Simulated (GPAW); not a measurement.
# A GW chain in GPAW: CsCu2I3 (Cmcm), part 2 of 2

Wanted: ground state, empty states, screening and self-energy for CsCu2I3 (Cmcm).

GPAW 26.7.0; LDA and many-body steps on it, plane waves. Known limits of the many-body steps: not at the basis limit; d shell near the gap, gap tends to lie low; no spin-orbit coupling; coarse k mesh.

So far. Step 2 (Ground state): The gap is direct, at Γ. Step 3 (Bands along the symmetry lines): The gap is 1.781 eV, as in the run before at this level.

## 4. Empty states on the mesh, 2×2×2 mesh, 971 bands

Level of this step: DFT, LDA, plane waves, PAW (GPAW).

The sums over transitions need many empty states on a uniform mesh; this step solves for them.

File run.py:

```python
import json
import numpy as np
from gpaw.mpi import world
from gpaw import GPAW

calc = GPAW('gs.gpw').fixed_density(kpts={'size': (2, 2, 2), 'gamma': True},
    nbands=1132,
    convergence={'bands': 971},
    txt='nscf.txt')
calc.write('full.gpw', mode='all')
res = {}
kpts = calc.get_ibz_k_points()
res['kpts'] = kpts
res['eigenvalues'] = [calc.get_eigenvalues(kpt=k) for k in range(len(kpts))]
res['n_electrons'] = calc.get_number_of_electrons()

if world.rank == 0:
    with open('result.json', 'w') as f:
        json.dump(res, f, default=lambda x: x.tolist())
```

On the command line:

```console
$ mpirun -n 8 gpaw python run.py
```

Numbers of over 12 decimals in the logs are rounded to 6 here.

Output:

```text
Diagonalizing LCAO Hamiltonian
Converting LCAO to pw mode
convergence criteria:
- Maximum integral of absolute [eigenst]ate change: 4e-08 eV^2 / valence electron
maximum number of iterations: 100

SCF iterations
|iter     |     time |      energy | eigst |  dens |
|iter:   1|  |             | +4.69 |       |
|iter:   2|  |             | +3.54 |       |
|iter:   3|  |             | +2.44 |       |
[...]
|iter:  19|  |             | -6.94 |       |
|iter:  20|  |             | -7.12 |       |
|iter:  21|  |             | -7.41c|       |
SCF steps: 21
  __  _  _
 | _ |_)|_||  |
 |__||  | ||/\| - 26.7.0

Input parameters:
  mode=PW(ecut=600.0),
  convergence={'bands': 971},
  gpts=array([48, 48, 35]),
  kpts=MonkhorstPack(size=(2, 2, 2), gamma=True),
  maxiter=100,
  nbands=1132,
  occupations=Occupations(name='fermi-dirac', width=0.001, fixmagmom=False),
  parallel={},
  xc=XC(name='LDA')
# Writing to full.gpw (mode='all')
  [... matrices ...]

timing:  # [seconds]
  Total: 0.605  # ━━━━━━━━━━━━━━━━━━━━━━━━━━━━━━━━━━━━━━━━━━━━━━━━━━━━━━━━━━━
```

Wall time 25 min (8 MPI ranks of Arm Neoverse V2, shared host); peak memory 5.5 GiB; 3.3 h of CPU time.

This step gave:

```
gap                                                           : 1.781 eV
k of the valence top                                          : 0, 0, 0
k of the conduction bottom                                    : 0, 0, 0
least direct gap                                              : 1.781 eV
k points computed                                             : 6
lowest point of the top converged band, above the valence top : 90.3438 eV
```

On this mesh the gap is 1.781 eV.

## 5. Screening and self-energy, 2×2×2 mesh, 447 bands, screening to 60 eV

G0W0 replaces the xc potential by the self-energy, built once from these orbitals. Only a window of levels is corrected, while the sums run over the empty bands that the input names.

This step: G0W0 on LDA, plane waves, PAW.

File run.py:

```python
import json
import numpy as np
from gpaw.mpi import world
from gpaw.response.g0w0 import G0W0

gw = G0W0('full.gpw',
    filename='gw',
    kpts=[0],
    bands=(50, 54),
    ecut=60,
    nbands=447,
    integrate_gamma='WS',
    ppa=True)
gw.calculate()
res = {mode: {k: v for k, v in r.items() if k != 'sigma_eskwn'}
       for mode, r in gw.all_results.items()}

if world.rank == 0:
    with open('result.json', 'w') as f:
        json.dump(res, f, default=lambda x: x.tolist())
```

On the command line:

```console
$ mpirun -n 8 gpaw python run.py
```

Output:

```text
Using integrator: PointIntegrator
FrequencyGridDescriptor(from 0.000+0.000j to 0.000+27.211j eV, 2 points)
Nonperiodic BCs:  [False False False]
Using integrator: PointIntegrator
FrequencyGridDescriptor(from 0.000+0.000j to 0.000+27.211j eV, 2 points)
Nonperiodic BCs:  [False False False]
  ___  _ _ _
 |   || | | |
 | | || | | |
 |__ ||_____|
 |___|

BZ k-points: Symmetries present (total): 4

  [... matrices ...]
8 k-points: 2 x 2 x 2 Monkhorst-Pack grid + [1/4,1/4,1/4]
6 k-points in the irreducible part of the Brillouin zone
       k-points in crystal coordinates                weights
   0:     0.00000000    0.00000000    0.00000000          1/8
   1:     0.00000000    0.00000000    0.50000000          1/8
   2:     0.50000000    0.00000000    0.00000000          2/8
   3:     0.50000000    0.00000000    0.50000000          2/8
   4:     0.50000000    0.50000000    0.00000000          1/8
   5:     0.50000000    0.50000000    0.50000000          1/8

Distributing spins, k-points and bands (1 x 1 x 4) over 8 processes
Number of blocks: 1

Quasi particle states:
k-points (IBZ indices): [0]
Band range: (50, 54)
  [... matrices ...]
Computational parameters:
Plane wave cut-off: 60 eV
Number of bands: 447
Coulomb cutoff: None
Broadening: 0.1 eV

fxc modes: GW
Kernel: RPA
Using Godby-Needs plasmon-pole approximation:
  Fitting energy: i*E0, E0 = 1.000 Hartree
Summing all q:

Calculating screened Coulomb potential
No Coulomb truncation
FrequencyGridDescriptor(from 0.000+0.000j to 0.000+27.211j eV, 2 points)
Removing empty qpoint cache files...

Calculating chi0 body with:
    Ground state adapter containing:
    Number of spins: 1
    Number of kpoints: 8
    Number of irreducible kpoints: 6
    Number of completely occupied states: 52
    Number of partially occupied states: 52
    Occupied states memory: 63.984375 M / cpu

    Linear response parametrization:
    q_c: [0.0, 0.0, 0.0]
    Number of frequency points: 2
    Planewave cutoff: 60.0
    Number of bands: 447
    Number of planewaves: 461
    Broadening (eta): 1e-06
    comm.size: 8
    kncomm.size: 8
    blockcomm.size: 1

    Memory estimate of potentially large arrays:
        chi0_wGG: 6.485626 M / cpu
Integrating chi0 body.

Symmetries of q_c:
    Direct symmetries (Uq -> q): 4
    Indirect symmetries (TUq -> q): 0
In total 4 allowed symmetries.

  [... matrices ...]
6 groups of equivalent kpoints. 25.0% reduction.

Integral kind: response function
Integrating chi0 head and wings.

Symmetries of q_c:
    Direct symmetries (Uq -> q): 4
    Indirect symmetries (TUq -> q): 0
In total 4 allowed symmetries.

  [... matrices ...]
6 groups of equivalent kpoints. 25.0% reduction.

Integral kind: response function wings

Calculating chi0 body with:
    Ground state adapter containing:
    Number of spins: 1
    Number of kpoints: 8
    Number of irreducible kpoints: 6
    Number of completely occupied states: 52
    Number of partially occupied states: 52
    Occupied states memory: 63.984375 M / cpu

    Linear response parametrization:
[... the further q-points ...]

Results:
f:      Occupation numbers
eps:     KS-eigenvalues [eV]
vxc:     KS vxc [eV]
exx:     Exact exchange [eV]
sigma:   Self-energies [eV]
dsigma:  Self-energy derivatives
Z:       Renormalization factors
qp:      QP-energies [eV]

k-point 0 (0): (0.000, 0.000, 0.000)                GW
band       f     eps     vxc     exx   sigma  dsigma       Z      qp
                                                                   GW
  50   1.000   3.309 -28.478 -34.284   4.899  -0.331   0.751   2.628
  51   1.000   3.499 -28.156 -33.668   4.674  -0.325   0.755   2.866
  52   0.000   5.281 -11.456  -6.964  -3.233  -0.208   0.828   6.322
  53   0.000   6.399 -11.703  -7.986  -2.868  -0.215   0.823   7.098
```

The job ended after 3.4 min (8 MPI ranks; peak memory 8.6 GiB).

Numbers from this step:

| Quantity | Value |
| --- | --- |
| G0W0 gap on the points computed | 3.456 eV |
| least direct G0W0 gap on the computed points | 3.456 eV |
| Z at the valence top | 0.7549 |
| Z at the conduction bottom | 0.8277 |
| starting gap on the mesh | 1.781 eV |
| k of the valence top | 0, 0, 0 |
| k of the conduction bottom | 0, 0, 0 |

The gap on the mesh goes from 1.78 eV to 3.46 eV, a correction of +1.67 eV.

Limits: finite bands, cutoff and mesh; d shell near the gap, gap tends to lie low; no spin-orbit coupling; coarse k mesh. v1 is the top filled band, c1 the lowest empty one. The levels before and after the correction (eV, zero at the valence-band top of each column):

|  | conduction bottom | valence top |
| --- | --- | --- |
| Kohn-Sham | 1.78 | 0.00 |
| G0W0 | 3.46 | 0.00 |

```
           level  energy (eV)
Kohn-Sham   Γ v2       -0.190
Kohn-Sham   Γ v1        0.000
Kohn-Sham   Γ c1        1.781
Kohn-Sham   Γ c2        2.900
     G0W0   Γ v2       -0.239
     G0W0   Γ v1        0.000
     G0W0   Γ c1        3.456
     G0W0   Γ c2        4.231
```

## 6. Where the time went

Times are wall times on 8 MPI ranks of Arm Neoverse V2, shared host, good to a factor of about two.

| step | time | share | memory (GiB) |
| --- | --- | --- | --- |
| ground state | 1.7 min | 5 % | 3.2 |
| bands along the symmetry lines | 6.9 min | 19 % | 4.8 |
| empty states on the mesh | 25 min | 67 % | 5.5 |
| screening and self-energy | 3.4 min | 9 % | 8.6 |

## 7. Outcome

| Property | Result |
| --- | --- |
| LDA gap | 1.78 eV, direct |
| G0W0 gap on the mesh | 3.46 eV |
| GW settings | 2×2×2 mesh, 447 bands, screening to 60 eV, Godby-Needs plasmon pole |
| known limits | not at the basis limit; d shell near the gap, gap tends to lie low; no spin-orbit coupling; coarse k mesh |

**Reading.** G0W0 moves the gap on the mesh from 1.78 eV to 3.46 eV (+1.67 eV), with Z of 0.75 and 0.83 at the edges. Only 1 of the mesh's irreducible points was corrected, so a valley elsewhere could overtake. The dearest step here is «empty states on the mesh». Bands and cutoff are finite, so the gap is not at the basis limit. The miss can reach some tenths of an eV and take either sign; the mesh is an error of its own. These stock PAW sets were not made for GW; the filled d or f shell of I lies in the frozen core, which bears on start and correction. In the G0W0 run levels were corrected at 1 k point alone, so a gap called «on the mesh» is the least over those, and an edge elsewhere would be missed. The 2×2×2 mesh is coarse for this cell, which bears on the long-range parts of exchange and screening. A d shell, filled or nearly so, lies near the gap. One-shot GW converges very slowly in bands there, not always from below, and on a semilocal start the gap tends to come out low; starts rich in exact exchange can overshoot instead. The many-body steps are scalar-relativistic: spin-orbit coupling is not in them.

[Paths, hosts, dates, memory and timing lines, banners, echoed tables and standing remarks are left out of the program output.]

[Logs are printed without paths, hosts, clocks, repeated set-up lines and the standing remarks that a program may print on its own settings, such as how far it seeks lower states.]

[Runs of the session that timed out or met a known fault of the program may be left out.]

[Hosts, paths, dates, database ids (printed as entryN), source tags and the programs' standing remarks are cut or masked in the printed files.]
